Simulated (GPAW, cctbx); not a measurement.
## Bonding in NaZnCl3 as X-rays see it

Question: by how much does bonding change the X-ray structure factors of NaZnCl3, and what does a routine refinement make of it?

The start was made by putting kin elements into a known structure type; the compound need not exist, or be stable, in this form. All numbers below are calculated.

## Step 1: Relax the structure

The density hangs on the geometry, so cell and atoms are relaxed first, with the symmetry held. The cutoff is set higher than for the density because stress converges slowly with plane waves.

Settings: GPAW 26.7.0, PBE, 570 eV, 3×3×3 k-points, Fermi–Dirac width 0.05 eV, BFGS to 0.03 eV/Å.

```text
cell
1.0
     3.630500000    2.096070152    2.961333333
    -3.630500000    2.096070152    2.961333333
     0.000000000   -4.192140305    2.961333333
Zn Cl Na
1 3 1
Direct
0.000000000 0.000000000 0.000000000
0.976400000 0.500000000 0.023600000
0.023600000 0.976400000 0.500000000
0.500000000 0.023600000 0.976400000
0.500000000 0.500000000 0.500000000
```

```console
$ OMP_NUM_THREADS=1 mpirun -n 4 gpaw python run.py > gpaw.log
```

```text
BFGS:    0      -13.903974        0.656994
BFGS:    1      -13.920481        0.635972
BFGS:    2      -14.099293        0.253591
BFGS:    3      -14.120765        0.088140
BFGS:    4      -14.122805        0.035983
BFGS:    5      -14.122838        0.035283
BFGS:    6      -14.124201        0.027675
cell  4.9025 4.9025 4.9025  89.66 89.66 89.66
volume 117.823 A^3, largest force 0.029 eV/A, largest stress 0.17 GPa
```

The cell moved far, while the k-mesh and basis were chosen for the start, so the final shape may be somewhat biased.

After 6 steps the volume has changed by -12.9 % and the energy by -0.220 eV; the largest stress left is 0.17 GPa. It took 27 s on 4 cores of Intel(R) Xeon(R) Platinum 8375C CPU @ 2.90GHz (Ice Lake) (shared host), peak memory 0.86 GiB.

Relaxed structure: R32 (no. 155), a = 6.9125 Å, b = 6.9125 Å, c = 8.5419 Å, α = 90.00°, β = 90.00°, γ = 120.00°.

```
atom  mult.       x       y    z
 Zn1      3       0       0    0
 Cl1      9  0.8146  0.1479  1/6
 Na1      3     1/3     2/3  1/6
```

## Step 2: Density and charge transfer

X-rays see the whole electron density, so the PAW density is rebuilt with its core regions. Subtracting spherical free atoms from the same code cancels the cores and leaves the deformation density Δρ, the part due to bonding.

Settings: PBE, 450 eV, 4×4×4 k-points, Fermi–Dirac width 0.05 eV; primitive cell of 5 atoms.

```console
$ OMP_NUM_THREADS=1 mpirun -n 4 gpaw python run.py > gpaw.log
```

```text
|iter:   1|       0s |  -14.860618 | -0.37 |       |
|iter:   2|       0s |  -14.711070 | -1.52 | -1.23 |
|iter:   3|       1s |  -14.060252 | -0.88 | -1.26 |
...
|iter:   8|       3s |  -14.064143c| -6.33 | -4.04c|
|iter:   9|       3s |  -14.064144c| -7.02 | -4.74c|
|iter:  10|       3s |  -14.064144c| -7.78c| -5.54c|
```

```text
grid (48, 48, 48)  electrons 92.000  moved by bonding 0.910 e
deformation density beyond 0.5 A of the nuclei: max 0.072, min -0.086 e/A^3
atom        x       y       z   Voronoi charge  moment
Zn1    0.0000  0.0000  0.0000      0.423       0.00
Cl2    0.9813  0.5000  0.0187     -0.251       0.00
Cl3    0.0187  0.9813  0.5000     -0.251       0.00
Cl4    0.5000  0.0187  0.9813     -0.251       0.00
Na5    0.5000  0.5000  0.5000      0.329       0.00
mean inner potential of superposed free atoms 10.248 V
total magnetic moment 0.000 muB
```

Deformation density in a plane through the shortest contact of the Zn atom at the origin, in 0.01 e/Å³ (clipped at ±99); x from -1.6 to 4.1 Å, y from 2.4 down to -2.4 Å:

```text
  0   2   5   3   .   .   6   4   1   0  -1  -1   0   0   2   4
  0   1   3   2  -5  -4   3   2   1   0   0   0   0   0   1   3
  0   0   2   4   4   4   2   1   0   0   0   0   0   0   0   1
  0  -1  -1   1   2   1   0  -1   0   1   2   2   2   0  -1  -2
  1  -1  -4  -7  -7  -7  -5  -2   1   3   4   5   4   2   0  -5
  3   1  -6  -6   .  -1  -8  -2   3   2   0   .   0   4   2  -6
  5   2  -6   3   .   .  -6  -2   5  -1   .   .  -6   4   3  -6
  4   2  -6  -6   .  -1  -8  -2   3   1  -1   .   0   3   1  -5
  2   0  -4  -7  -7  -7  -5  -2   1   2   4   6   4   2   0  -2
  1   0  -1   0   2   2   0   0   0   1   2   2   2   0   0   0
  0   0   1   3   5   4   2   1   0   0   0   0   0   0   0   1
  0   1   2   3  -2  -4   2   3   1   0   0  -1   0   0   1   2
  0   1   3   5   .   .   5   5   2   0  -1  -1  -1   0   1   3
```

Atoms in or within 0.15 Å of the plane: Zn (0.0, 0.0), Cl (2.5, 0.0) Å. Dots mark points within about 0.45 Å of a nucleus; large values next to them are atomic features.

Cl gains most (-0.25 e) and Zn loses most (+0.42 e); Cl is the most electronegative element, but the order of the others doesn't follow electronegativity. Such charges fall far short of formal ones, since overlapping free atoms already put density on their neighbours. Along the shortest contact from the Zn atom at the map's origin, Zn–Cl at 2.45 Å, Δρ is +0.03 e/Å³ at the midpoint and highest, +0.05, 1.53 Å from Zn (points within 0.5 Å of a nucleus left out): little piles up between the atoms. At the midpoints of other shortest contacts it is 0.00 (Cl–Na, 3.33 Å) and 0.00 (Cl–Cl, 3.35 Å) e/Å³. Point values carry grid noise of about 0.01 e/Å³. The run needed 10 iterations, 8.8 s.

## Step 3: From the density to structure factors

The Fourier components of Δρ, added to those of the free atoms, give the static X-ray structure factors; the Mott–Bethe relation turns them into the Fourier components V of the potential that fast electrons feel.

```text
static structure factors of the conventional cell: F in electrons, V (Mott-Bethe) in volts
   h  k  l      d  |F| table  |F| free   |F| DFT   change   |V| free  |V| DFT  change %
   1  0  1  4.9023    99.306    99.333    99.479    0.146     2.481    2.435     -1.8
   1  0 -2  3.4768    65.521    65.498    64.178   -1.320     1.130    1.337     18.3
   1  1  0  3.4563    67.183    67.158    65.973   -1.185     1.290    1.447     12.2
   0  0  3  2.8473    65.283    65.446    66.758    1.312     3.212    3.074     -4.3
   2  0 -1  2.8248    62.869    63.036    64.280    1.243     3.119    2.991     -4.1
   2  0  2  2.4512   202.145   201.955   202.340    0.385     5.549    5.519     -0.5
   1  1  3  2.1976    81.631    81.487    81.507    0.020     1.871    1.870     -0.1
   2  1  1  2.1872    79.622    79.472    79.471   -0.001     1.805    1.805      0.0
   1  0  4  2.0113    58.980    58.408    58.611    0.203     0.750    0.739     -1.4
   2  1 -2  1.9994    61.522    60.973    61.157    0.184     0.899    0.890     -0.9
   3  0  0  1.9955    62.319    61.750    61.937    0.187     0.855    0.845     -1.1
   2  0 -4  1.7384   171.356   171.004   170.831   -0.172     4.004    4.011      0.2
   2  2  0  1.7281   167.610   167.250   167.114   -0.136     3.887    3.892      0.1
   1  0 -5  1.6428    69.378    69.135    69.060   -0.074     1.335    1.338      0.2
```

The largest X-ray change is -1.32 e on 1 0 -2, 2.0 % of |F|. For electrons V goes as (Z − F)/g², so a change of F counts against Z − F, which is small at low angle and wherever the atoms' terms cancel: |V| of 1 0 -2 moves by +18.3 % (1.13 to 1.34 V) against -2.0 % in |F|. The last three rows change by 0.17 e or less, against 1.32 e at the top: the effect is concentrated at low angle. The tabulated Hartree–Fock atoms differ from the free DFT atoms by up to 0.57 e, so the choice of reference atom matters too.

## Step 4: What a spherical-atom refinement makes of it

Routine crystallography fits spherical atoms. To see the bias, intensities are simulated from tabulated atoms plus the DFT change ΔF, so that bonding alone can misfit (7742 reflections of the full sphere, merged to the counts below, to 0.4 Å, 1.5 % proportional noise plus counting noise, assumed isotropic U as listed, Δρ smeared by the mean U) and refined with cctbx over different ranges.

| range | data | R1 | GooF | U Zn1 (true 0.0041) | U Cl1 (true 0.0049) | U Na1 (true 0.0056) | largest shift (Å) | Δρ max, min (e/Å³) |
| --- | --- | --- | --- | --- | --- | --- | --- | --- |
| all data | 1303 | 0.0063 | 0.98 | 0.0041 | 0.0049 | 0.0056 | 0.0001 | 0.17, -0.20 |
| low resolution, d > 0.84 | 142 | 0.0047 | 1.32 | 0.0040 | 0.0049 | 0.0056 | 0.0003 | 0.06, -0.13 |
| high order, d < 0.75 | 1098 | 0.0070 | 0.92 | 0.0041 | 0.0049 | 0.0055 | 0.0001 | 0.15, -0.13 |
| occupancies free, d > 0.7 | 239 | 0.0046 | 1.16 | 0.0040 | 0.0050 | 0.0057 | 0.0005 | 0.08, -0.18 |

With all data GooF is 0.98, diluted by the many high-angle data; the misfit shows at low resolution; the top residual peak, near noise level, lies 0.62 Å from Cl and 2.56 Å from Zn. No U is off by more than 3 s.u. at low resolution. With Zn1 held at 1 and the scale free, the other occupancies refine to Cl1 1.003(0.002) and Na1 1.001(0.003), within three s.u. of full.

## Step 5: Answer

Bonding moves 0.91 e in the primitive cell of NaZnCl3 and changes the structure factors of the conventional cell in the table above by at most 1.32 e (1 0 -2, 2.0 %). The shortest bond, Zn–Cl, has Δρ = +0.03 e/Å³ at its midpoint. With all data GooF is 0.98, diluted by the many high-angle data. Limits: static density, frozen cores, no spin–orbit coupling.

[Outputs are excerpts: Python notices, other lines and further rows are left out; steps that failed or that the build refused (PBEsol, TPSS) are not shown.]

[Logs are printed without paths, hosts, clocks, repeated set-up lines and the standing remarks that a program may print on its own settings, such as how far it seeks lower states.]
